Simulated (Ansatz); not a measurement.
# Pnnm (COD entry) AlH3, size series (288 atoms) under strain, part 3 of 3

How stiff is Pnnm (COD entry) AlH3, size series (288 atoms), and how do its levels respond to strain?

Ansatz 0.2.0; Kohn-Sham DFT, LDA, PAW (set soft_2), plane waves.

The cell: 72 Al and 216 H. Sampling is at Γ alone.

So far. Step 8 (Volume +6 %): The relaxation converged after 3 steps, 0.601 eV below its start, with a largest force component of 0.024 eV/Å. Step 8 (Volume +6 %): Volume +6 %: the energy stands 1.24 eV above that of the reference, at a pressure of -2.35 GPa.

## (9) Volume -10 %

The relaxed cell is scaled to another volume.

input.yaml

```yaml
crystal:
  lattice:
    - [15.59783, 0.0, 0.0]
    - [0.0, 14.01022, 0.0]
    - [0.0, 0.0, 11.05432]
  atoms:
    [... the 288 atom lines of step 5 ...]
kpoints:
  mp_grid: { grid: [1, 1, 1] }
hamiltonian:
  xc: lda
scf:
  occupations: { method: gaussian, width: 0.05 }
output:
  forces: true
  eigenvalues: true
  stress: true
relax:
  f_tol: 0.05
  max_steps: 70
```

Run with:

```console
ansatz run input.yaml --threads 4 --pin off --max-ram 8192MiB --backend cpu --events-out ev --progress --plain --runs-dir out
```

Numbers of over 12 decimals in the logs are rounded to 6 here.

Output:

```text
[...]
Crystal: 288 atoms, lattice volume = 2415.690 Å³
Basis set: ecut = 420 eV, 47191 PW (Γ)
Bands: 504, of which v1, the nominal top of the filled ones, is band 216 counted from 1 (215 counted from 0)
Symmetry: 96 space group operations
[...]
k-points: 1
[...]
SCF iter   1: F=—  HF=-40295.190452 eV  |F-HF|=—  |Δ(HF+E_count)|=         —  Δρ=1.30e-2  dr2=3.01e0  ethr=1.77e-3  ⟨swp⟩=6.0  Hψ=2519  notcnv=0  defer=126
[...]
SCF iter   5: F=-40293.970402 eV  HF=-40293.970401 eV  |F-HF|=1.39e-6  |Δ(HF+E_count)|=   1.82e-6  Δρ=1.38e-5  dr2=4.15e-6  ethr=2.03e-8  ⟨swp⟩=2.0  Hψ=410  notcnv=0  defer=279
SCF iter   6: F=-40293.970403 eV  HF=-40293.970403 eV  |F-HF|=5.37e-8  |Δ(HF+E_count)|=   1.92e-6  Δρ=2.00e-6  dr2=1.76e-7  ethr=9.61e-10  ⟨swp⟩=15.0  Hψ=4400  notcnv=0
SCF 1 converged in 6 iterations: F = -40293.970403 eV  dr2 = 1.76e-7
[...]
relax step   1: F+E_penalty+E_count = -40293.97040275 eV  Δ(F+E_penalty+E_count) = +0.000e0 eV  max|allowed force component| = 4.283e-1 eV/Å  Δτ_max = 0.0000 Å  (6 SCF iters, dr2 threshold 6.25e-5 eV, accepted)
[...]
relax step   2: F+E_penalty+E_count = -40296.03533584 eV  Δ(F+E_penalty+E_count) = -2.065e0 eV  max|allowed force component| = 1.160e-1 eV/Å  Δτ_max = 0.0568 Å  (5 SCF iters, dr2 threshold 1.15e-5 eV, accepted)
[...]
relax step   3: F+E_penalty+E_count = -40296.40195012 eV  Δ(F+E_penalty+E_count) = -3.666e-1 eV  max|allowed force component| = 4.291e-2 eV/Å  Δτ_max = 0.0593 Å  (6 SCF iters, accepted)
[...]
relax step   4: F+E_penalty+E_count = -40296.50415005 eV  Δ(F+E_penalty+E_count) = -1.022e-1 eV  max|allowed force component| = 4.657e-2 eV/Å  Δτ_max = 0.0496 Å  (6 SCF iters, accepted)
SCF converged after 6 iterations
Free energy (F): -40296.504150 eV
[...]
Internal energy: -40296.504150 eV  (E = F + TS)
E sigma→0 (E₀):  -40296.504150 eV
Fermi energy:    3.079393 eV
[...]
Σ components = -40296.504150   (vs F -40296.504150, Δ=0.00e0)
--- Forces (eV/Å), atoms counted from 1 ---
  atom   1  Al    -0.00000000     0.00000000     0.00000000
  atom   2  Al    -0.00000000    -0.00000000    -0.00000000
  atom   3  Al     0.04656810    -0.01508950     0.00000000
  atom   4  Al    -0.04656810     0.01508950     0.00000000
[...]
atom 288  H      0.02547396    -0.00137640     0.00000000
  max |Σ_I F_I| component: 6.18e-16 eV/Å
--- Stress (GPa, compression-positive) ---
        5.126001      -0.000000       0.000000
        0.000000       4.583540       0.000000
        0.000000       0.000000       4.955637
  P = ⅓ Tr σ = 4.8884 GPa (48.884 kbar)
--- Band table (eV) ---
[...]
--- Relaxed structure (4 steps of the walk, 4 accepted, 0 SCFs on fresh bases) ---
  F+E_penalty+E_count = -40296.50415005 eV   max|allowed force component| = 4.657e-2 eV/Å
  atoms:
    - { symbol: Al, position: [2.0389543754638609e-19, -1.564927407693669e-19, 0.250000] }
    - { symbol: Al, position: [0.166667, 0.25, 0] }
    - { symbol: Al, position: [0.263573, 0.045687, 0] }
    - { symbol: Al, position: [0.069761, 0.454313, 0] }
[...]
- { symbol: H, position: [0.735552, 0.591014, 0.750000] }
```

Run time: 2.7 min. Hardware: 4 threads of AMD EPYC 7R43, shared host; peak memory 3.1 GiB.

The relaxation converged after 4 steps, 2.53 eV below its start, with a largest force component of 0.047 eV/Å.

Volume -10 %: the energy stands 3.89 eV above that of the reference, at a pressure of 4.89 GPa.

## (10) Stretched by 1 % along x

The relaxed cell is strained along x alone, which gives the stiffness along x and its coupling to y and z.

input.yaml, the sections that differ from step 9:

```yaml
crystal:
  lattice:
    - [16.31691, 0.0, 0.0]
    - [0.0, 14.511, 0.0]
    - [0.0, 0.0, 11.44945]
  atoms:
    [... the 288 atom lines of step 5 ...]
# kpoints, hamiltonian, scf, output, relax: as in step 9
```

Output:

```text
[...]
Crystal: 288 atoms, lattice volume = 2710.940 Å³
Basis set: ecut = 420 eV, 52937 PW (Γ)
Bands: 504, of which v1, the nominal top of the filled ones, is band 216 counted from 1 (215 counted from 0)
Symmetry: 96 space group operations
[...]
k-points: 1
[...]
SCF iter   1: F=—  HF=-40301.604613 eV  |F-HF|=—  |Δ(HF+E_count)|=         —  Δρ=1.27e-2  dr2=3.35e0  ethr=1.77e-3  ⟨swp⟩=6.0  Hψ=2488  notcnv=0  defer=122
[...]
SCF iter   5: F=-40300.267772 eV  HF=-40300.267767 eV  |F-HF|=4.80e-6  |Δ(HF+E_count)|=   3.42e-5  Δρ=1.50e-5  dr2=7.30e-6  ethr=3.32e-8  ⟨swp⟩=2.0  Hψ=369  notcnv=0  defer=277
SCF iter   6: F=-40300.267773 eV  HF=-40300.267773 eV  |F-HF|=8.13e-9  |Δ(HF+E_count)|=   5.48e-6  Δρ=2.28e-6  dr2=2.02e-7  ethr=1.69e-9  ⟨swp⟩=15.0  Hψ=4804  notcnv=0
SCF 1 converged in 6 iterations: F = -40300.267773 eV  dr2 = 2.02e-7
[...]
relax step   1: F+E_penalty+E_count = -40300.26777283 eV  Δ(F+E_penalty+E_count) = +0.000e0 eV  max|allowed force component| = 6.312e-2 eV/Å  Δτ_max = 0.0000 Å  (6 SCF iters, dr2 threshold 6.25e-5 eV, accepted)
[...]
SCF iter   1: F=—  HF=-40300.325011 eV  |F-HF|=—  |Δ(HF+E_count)|=         —  Δρ=1.14e-3  dr2=3.43e-2  ethr=7.62e-6  ⟨swp⟩=1.0  Hψ=1168  notcnv=0  defer=280
[...]
SCF iter   4: F=—  HF=-40300.312986 eV  |F-HF|=—  |Δ(HF+E_count)|=   3.06e-4  Δρ=6.85e-6  dr2=1.20e-6  ethr=4.40e-9  ⟨swp⟩=3.0  Hψ=563  notcnv=0  defer=280
SCF iter   5: F=-40300.312986 eV  HF=-40300.312986 eV  |F-HF|=1.18e-8  |Δ(HF+E_count)|=   2.93e-7  Δρ=9.45e-7  dr2=2.89e-8  ethr=2.31e-11  ⟨swp⟩=11.0  Hψ=2969  notcnv=0
SCF 2 converged in 5 iterations: F = -40300.312986 eV  dr2 = 2.89e-8
[...]
relax step   2: F+E_penalty+E_count = -40300.31298597 eV  Δ(F+E_penalty+E_count) = -4.521e-2 eV  max|allowed force component| = 1.857e-2 eV/Å  Δτ_max = 0.0098 Å  (5 SCF iters, accepted)
SCF converged after 5 iterations
Free energy (F): -40300.312986 eV
[...]
Internal energy: -40300.312986 eV  (E = F + TS)
E sigma→0 (E₀):  -40300.312986 eV
Fermi energy:    2.103922 eV
[...]
Σ components = -40300.312986   (vs F -40300.312986, Δ=0.00e0)
--- Forces (eV/Å), atoms counted from 1 ---
  atom   1  Al     0.00000000     0.00000000    -0.00000000
  atom   2  Al     0.00000000    -0.00000000    -0.00000000
  atom   3  Al     0.01186496    -0.01857460     0.00000000
  atom   4  Al    -0.01186496     0.01857460     0.00000000
[...]
atom 288  H     -0.00464074    -0.00721714     0.00000000
  max |Σ_I F_I| component: 7.03e-17 eV/Å
--- Stress (GPa, compression-positive) ---
       -0.957053      -0.000000       0.000000
        0.000000      -0.467973      -0.000000
       -0.000000       0.000000      -0.144291
  P = ⅓ Tr σ = -0.5231 GPa (-5.231 kbar)
--- Band table (eV) ---
[...]
--- Relaxed structure (2 steps of the walk, 2 accepted, 0 SCFs on fresh bases) ---
  F+E_penalty+E_count = -40300.31298597 eV   max|allowed force component| = 1.857e-2 eV/Å
  atoms:
    - { symbol: Al, position: [0, 0, 0.250000] }
    - { symbol: Al, position: [0.166667, 0.250000, 0] }
    - { symbol: Al, position: [0.263258, 0.042663, 0] }
    - { symbol: Al, position: [0.070076, 0.457337, 0] }
[...]
- { symbol: H, position: [0.727236, 0.597737, 0.75] }
```

The job ended after 80 s (4 threads; peak memory 3.4 GiB; 5 min of CPU time).

The relaxation converged after 2 steps, 0.0452 eV below its start, with a largest force component of 0.019 eV/Å.

Stretched by 1 % along x: the energy stands 0.0820 eV above that of the reference, at a pressure of -0.523 GPa.

## (11) Compressed by 1 % along x

The relaxed cell is strained along x alone, which gives the stiffness along x and its coupling to y and z.

Edit input.yaml of step 10 so:

```diff
@@ -2,3 +2,3 @@
   lattice:
-    - [16.31691, 0.0, 0.0]
+    - [15.99381, 0.0, 0.0]
     - [0.0, 14.511, 0.0]
```

Output:

```text
[...]
Crystal: 288 atoms, lattice volume = 2657.259 Å³
Basis set: ecut = 420 eV, 51951 PW (Γ)
Bands: 504, of which v1, the nominal top of the filled ones, is band 216 counted from 1 (215 counted from 0)
Symmetry: 96 space group operations
[...]
k-points: 1
[...]
SCF iter   1: F=—  HF=-40301.588142 eV  |F-HF|=—  |Δ(HF+E_count)|=         —  Δρ=1.28e-2  dr2=3.30e0  ethr=1.77e-3  ⟨swp⟩=6.0  Hψ=2553  notcnv=0  defer=119
[...]
SCF iter   5: F=-40300.264120 eV  HF=-40300.264117 eV  |F-HF|=3.83e-6  |Δ(HF+E_count)|=   2.84e-5  Δρ=1.47e-5  dr2=6.34e-6  ethr=2.86e-8  ⟨swp⟩=2.0  Hψ=369  notcnv=0  defer=277
SCF iter   6: F=-40300.264121 eV  HF=-40300.264121 eV  |F-HF|=5.60e-9  |Δ(HF+E_count)|=   4.40e-6  Δρ=2.19e-6  dr2=1.63e-7  ethr=1.47e-9  ⟨swp⟩=16.0  Hψ=4728  notcnv=0
SCF 1 converged in 6 iterations: F = -40300.264121 eV  dr2 = 1.63e-7
[...]
relax step   1: F+E_penalty+E_count = -40300.26412101 eV  Δ(F+E_penalty+E_count) = +0.000e0 eV  max|allowed force component| = 7.845e-2 eV/Å  Δτ_max = 0.0000 Å  (6 SCF iters, dr2 threshold 6.25e-5 eV, accepted)
[...]
SCF iter   1: F=—  HF=-40300.330577 eV  |F-HF|=—  |Δ(HF+E_count)|=         —  Δρ=1.19e-3  dr2=3.63e-2  ethr=8.13e-6  ⟨swp⟩=1.0  Hψ=1168  notcnv=0  defer=280
[...]
SCF iter   4: F=—  HF=-40300.318135 eV  |F-HF|=—  |Δ(HF+E_count)|=   2.68e-5  Δρ=6.56e-6  dr2=1.01e-6  ethr=3.97e-9  ⟨swp⟩=4.0  Hψ=567  notcnv=0  defer=280
SCF iter   5: F=-40300.318135 eV  HF=-40300.318135 eV  |F-HF|=1.35e-8  |Δ(HF+E_count)|=   3.07e-7  Δρ=9.72e-7  dr2=3.02e-8  ethr=2.31e-11  ⟨swp⟩=10.0  Hψ=2808  notcnv=0
SCF 2 converged in 5 iterations: F = -40300.318135 eV  dr2 = 3.02e-8
[...]
relax step   2: F+E_penalty+E_count = -40300.31813533 eV  Δ(F+E_penalty+E_count) = -5.401e-2 eV  max|allowed force component| = 2.294e-2 eV/Å  Δτ_max = 0.0109 Å  (5 SCF iters, accepted)
SCF converged after 5 iterations
Free energy (F): -40300.318135 eV
[...]
Internal energy: -40300.318135 eV  (E = F + TS)
E sigma→0 (E₀):  -40300.318135 eV
Fermi energy:    2.263926 eV
[...]
Σ components = -40300.318135   (vs F -40300.318135, Δ=0.00e0)
--- Forces (eV/Å), atoms counted from 1 ---
  atom   1  Al     0.00000000    -0.00000000    -0.00000000
  atom   2  Al     0.00000000     0.00000000    -0.00000000
  atom   3  Al    -0.01301883     0.02293522     0.00000000
  atom   4  Al     0.01301883    -0.02293522    -0.00000000
[...]
atom 288  H      0.00422587     0.00238626    -0.00000000
  max |Σ_I F_I| component: 1.47e-16 eV/Å
--- Stress (GPa, compression-positive) ---
        0.996637       0.000000      -0.000000
        0.000000       0.370717       0.000000
        0.000000      -0.000000       0.042850
  P = ⅓ Tr σ = 0.4701 GPa (4.701 kbar)
--- Band table (eV) ---
[...]
--- Relaxed structure (2 steps of the walk, 2 accepted, 0 SCFs on fresh bases) ---
  F+E_penalty+E_count = -40300.31813533 eV   max|allowed force component| = 2.294e-2 eV/Å
  atoms:
    - { symbol: Al, position: [0, 0, 0.250000] }
    - { symbol: Al, position: [0.166667, 0.250000, 0] }
    - { symbol: Al, position: [0.263300, 0.043413, 0] }
    - { symbol: Al, position: [0.070033, 0.456587, 0] }
[...]
- { symbol: H, position: [0.727951, 0.597115, 0.75] }
```

It took 83 s on 4 threads; peak memory 3.3 GiB.

The relaxation converged after 2 steps, 0.0540 eV below its start, with a largest force component of 0.023 eV/Å.

Compressed by 1 % along x: the energy stands 0.0768 eV above that of the reference, at a pressure of 0.470 GPa.

## (12) Sheared by 2 % in xy

A shear of the relaxed cell gives the modulus that volume changes can't reach.

Edit input.yaml of step 11 so:

```diff
@@ -2,4 +2,4 @@
   lattice:
-    - [15.99381, 0.0, 0.0]
-    - [0.0, 14.511, 0.0]
+    - [16.15536, 0.16155, 0.0]
+    - [0.14511, 14.511, 0.0]
     - [0.0, 0.0, 11.44945]
```

Output:

```text
[...]
Crystal: 288 atoms, lattice volume = 2683.831 Å³
Basis set: ecut = 420 eV, 52417 PW (Γ)
Bands: 504, of which v1, the nominal top of the filled ones, is band 216 counted from 1 (215 counted from 0)
Symmetry: 48 space group operations
[...]
k-points: 1
[...]
SCF iter   1: F=—  HF=-40301.526982 eV  |F-HF|=—  |Δ(HF+E_count)|=         —  Δρ=1.28e-2  dr2=3.32e0  ethr=1.77e-3  ⟨swp⟩=6.0  Hψ=2541  notcnv=0  defer=122
[...]
SCF iter   5: F=-40300.196449 eV  HF=-40300.196444 eV  |F-HF|=4.24e-6  |Δ(HF+E_count)|=   3.19e-5  Δρ=1.49e-5  dr2=6.82e-6  ethr=3.18e-8  ⟨swp⟩=2.0  Hψ=376  notcnv=0  defer=281
SCF iter   6: F=-40300.196449 eV  HF=-40300.196449 eV  |F-HF|=1.11e-9  |Δ(HF+E_count)|=   4.82e-6  Δρ=2.32e-6  dr2=1.79e-7  ethr=1.58e-9  ⟨swp⟩=16.0  Hψ=4754  notcnv=0
SCF 1 converged in 6 iterations: F = -40300.196449 eV  dr2 = 1.79e-7
[...]
relax step   1: F+E_penalty+E_count = -40300.19644925 eV  Δ(F+E_penalty+E_count) = +0.000e0 eV  max|allowed force component| = 1.219e-1 eV/Å  Δτ_max = 0.0000 Å  (6 SCF iters, dr2 threshold 6.25e-5 eV, accepted)
[...]
SCF iter   1: F=—  HF=-40300.294253 eV  |F-HF|=—  |Δ(HF+E_count)|=         —  Δρ=1.38e-3  dr2=5.16e-2  ethr=1.17e-5  ⟨swp⟩=2.0  Hψ=1193  notcnv=0  defer=280
[...]
SCF iter   5: F=—  HF=-40300.277377 eV  |F-HF|=—  |Δ(HF+E_count)|=   1.22e-6  Δρ=1.62e-6  dr2=1.32e-7  ethr=1.13e-9  ⟨swp⟩=3.0  Hψ=441  notcnv=0  defer=280
SCF iter   6: F=-40300.277377 eV  HF=-40300.277377 eV  |F-HF|=7.42e-10  |Δ(HF+E_count)|=   3.03e-8  Δρ=3.57e-7  dr2=5.79e-9  ethr=2.31e-11  ⟨swp⟩=10.0  Hψ=2866  notcnv=0
SCF 2 converged in 6 iterations: F = -40300.277377 eV  dr2 = 5.79e-9
[...]
relax step   2: F+E_penalty+E_count = -40300.27737747 eV  Δ(F+E_penalty+E_count) = -8.093e-2 eV  max|allowed force component| = 2.253e-2 eV/Å  Δτ_max = 0.0183 Å  (6 SCF iters, accepted)
SCF converged after 6 iterations
Free energy (F): -40300.277377 eV
[...]
Internal energy: -40300.277377 eV  (E = F + TS)
E sigma→0 (E₀):  -40300.277377 eV
Fermi energy:    2.185037 eV
[...]
Σ components = -40300.277377   (vs F -40300.277377, Δ=0.00e0)
--- Forces (eV/Å), atoms counted from 1 ---
  atom   1  Al    -0.00000000     0.00000000     0.00000000
  atom   2  Al     0.00000000     0.00000000     0.00000000
  atom   3  Al    -0.00368653    -0.01723429    -0.00000000
  atom   4  Al     0.00368653     0.01723429     0.00000000
[...]
atom 288  H     -0.00295835    -0.00327835    -0.00000000
  max |Σ_I F_I| component: 1.89e-16 eV/Å
--- Stress (GPa, compression-positive) ---
       -0.002828      -0.672199      -0.000000
       -0.672199      -0.047131      -0.000000
       -0.000000      -0.000000      -0.051687
  P = ⅓ Tr σ = -0.0339 GPa (-0.339 kbar)
--- Band table (eV) ---
[...]
--- Relaxed structure (2 steps of the walk, 2 accepted, 0 SCFs on fresh bases) ---
  F+E_penalty+E_count = -40300.27737747 eV   max|allowed force component| = 2.253e-2 eV/Å
  atoms:
    - { symbol: Al, position: [0, 0, 0.250000] }
    - { symbol: Al, position: [0.166667, 0.250000, 0] }
    - { symbol: Al, position: [0.262746, 0.042753, 0] }
    - { symbol: Al, position: [0.070588, 0.457247, 0] }
[...]
- { symbol: H, position: [0.727613, 0.597336, 0.75] }
```

The job ended after 77 s (4 threads; peak memory 3.3 GiB; 4.8 min of CPU time).

The relaxation converged after 2 steps, 0.0809 eV below its start, with a largest force component of 0.023 eV/Å.

Sheared by 2 % in xy: the energy stands 0.118 eV above that of the reference, at a pressure of -0.0339 GPa.

## (13) Pressure against volume

Atoms are relaxed at each volume, in the scaled cell.

```tsv
volume change (%)	volume (Å³/atom)	energy change (meV/atom)	pressure (GPa)	largest move on relaxing (Å)	bonds	gap (eV)
-10	8.388	13.51	4.89	0.15	432	3.12
-6	8.761	4.68	2.85	0.06	432	3.13
-3	9.040	1.16	1.49	0.02	432	3.10
+0	9.320	0.00	-0.02	-	432	3.02
+3	9.599	1.17	-1.33	0.02	432	2.94
+6	9.879	4.31	-2.35	0.05	432	2.89
```

## (14) Uniaxial strain and shear

Stress (GPa, compression positive) less that of the relaxed cell, atoms relaxed:

```tsv
strain	xx	yy	zz	xy	energy change (meV/atom)
stretched by 1 % along x	-0.966	-0.433	-0.103	0.000	0.28
compressed by 1 % along x	0.988	0.406	0.084	0.000	0.27
sheared by 2 % in xy	-0.011	-0.012	-0.010	-0.672	0.41
```

## (15) Findings

The bulk modulus, from the slope of pressure against ln V over the three points nearest the relaxed volume, is 46.9 GPa; between neighbouring points the slope runs 47, 43, 50, 44 and 36 GPa from the smallest volume up, without a steady fall, so no pressure derivative is given. The gap goes from 3.12 eV at the smallest volume to 2.89 eV at the largest, -1.6 eV per unit of ln V by a straight line, not monotonically (lowest 2.89, highest 3.13 eV), on the run's k-points. In the Cartesian axes of the cell, finite differences give C11 = 97.7, C12 = 41.9, C13 = 9.36 and C66 = 33.6 GPa (the shear of 2 % is the engineering strain, εxy = 0.01).

Caveats: Strains are finite and relaxations stop at the force tolerance of the input, which can leave moduli too stiff; they are those of a static cell at zero temperature. Volumes are changed with the cell's shape held, so in an anisotropic solid the modulus lies over the one under free hydrostatic load. The program notes that the SCF threshold of the relaxations is loose for the stress.

The DFT runs together took 21 min of wall time.

[Logs are printed without paths, hosts, clocks, repeated set-up lines and the standing remarks that a program may print on its own settings, such as how far it seeks lower states.]

[Hosts, paths, dates, database ids (printed as entryN), source tags and the programs' standing remarks are cut or masked in the printed files.]
